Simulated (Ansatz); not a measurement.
In doubt: one-shot GW on d or f shells is unsure, so the values of those runs are not to be relied on.

Planning a GW calculation on GaCuSe2 (I-42d).

```yaml
crystal:
  lattice:
    - [-2.80955, 2.80955, 5.51300]
    - [2.80955, -2.80955, 5.51300]
    - [2.80955, 2.80955, -5.51300]
  atoms:
    - { symbol: Ga, position: [0.50000, 0.50000, 0.00000] }
    - { symbol: Ga, position: [0.25000, 0.75000, 0.50000] }
    - { symbol: Cu, position: [0.00000, 0.00000, 0.00000] }
    - { symbol: Cu, position: [0.75000, 0.25000, 0.50000] }
    - { symbol: Se, position: [0.37500, 0.37562, 0.50062] }
    - { symbol: Se, position: [0.62438, 0.12500, 0.99938] }
    - { symbol: Se, position: [0.87500, 0.87438, 0.49938] }
    - { symbol: Se, position: [0.12562, 0.62500, 0.00062] }
```

The cell and positions come from the Crystallography Open Database and are kept as given unless a step says otherwise.

Runs so far (Ansatz 0.2.0, start PBE, PAW set soft_1 files, 4×4×4 mesh). Times are wall times on 1 × NVIDIA H100 80GB HBM3 (shared by 6 runs) with 2 threads of AMD EPYC 7R13 (Zen 3), shared host, good to a factor of about two.

```csv
bands summed,cutoff (eV),gap on the mesh (eV),time
203,50,1.105,21 s
459,100,0.795,51 s
790,150,0.694,88 s
```

What should the next rung give, with 1353 bands and screening to 220 eV, and where is the limit?

The error falls about as one over the bands when the cutoff rises with them. A line through the two highest rungs given predicts 0.636 eV; the run gave 0.631 eV, close to it. The two highest rungs put the limit near 0.543 eV, the pair below near 0.554 eV; their difference is a rough measure of what is unsettled in bands and cutoff; the mesh is a separate error.

Gaps are over the mesh's points; an edge off the mesh would be missed. Limits: not at the basis limit; mesh may overstate the screening; d shell near the gap, gap tends to lie low; no spin-orbit coupling; coarse k mesh.

[Paths, hosts, dates, memory and timing lines, banners, echoed tables and standing remarks are left out of the program output.]

[Logs are printed without paths, hosts, clocks, repeated set-up lines and the standing remarks that a program may print on its own settings, such as how far it seeks lower states.]

[Runs of the session that timed out or met a known fault of the program may be left out.]

[Cells called generated may have been cut or substituted from an entry of the Crystallography Open Database or the Materials Project.]

[Hosts, paths, dates, database ids (printed as entryN), source tags and the programs' standing remarks are cut or masked in the printed files.]
